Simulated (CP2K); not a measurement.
The F K edge of trifluoromethylallene was computed by TDDFT (CP2K XAS_TDP, aug-cc-pVDZ, TDA) at these levels: PBE0, PBEh(45%) and PBEh(45%) + GW2X. The first three lines of F5 (bonded to C) with a strength over 0.0015, energy in eV and strength:

| run | first | second | third |
| --- | --- | --- | --- |
| 1 | 689.84 (0.022) | 691.16 (0.002) | 691.63 (0.005) |
| 2 | 673.17 (0.006) | 675.52 (0.002) | 675.61 (0.003) |
| 3 | 683.36 (0.022) | 684.68 (0.002) | 685.15 (0.005) |

Which run is which?

Run 1: PBEh(45%) + GW2X (45 % exact exchange). Run 2: PBE0 (25 % exact exchange). Run 3: PBEh(45%) (45 % exact exchange). Self-interaction lifts the core level, so the uncorrected lines rise with the share of exact exchange. The GW2X run keeps the spacings of its parent: 1.32 eV between the first two lines in run 1, 1.32 eV in run 3. Its shift is +6.48 eV, since the Kohn–Sham level at this share of exchange lies that far above the quasiparticle level.

[Hosts, paths, dates, database ids (printed as entryN), source tags and the programs' standing remarks are cut or masked in the printed files.]
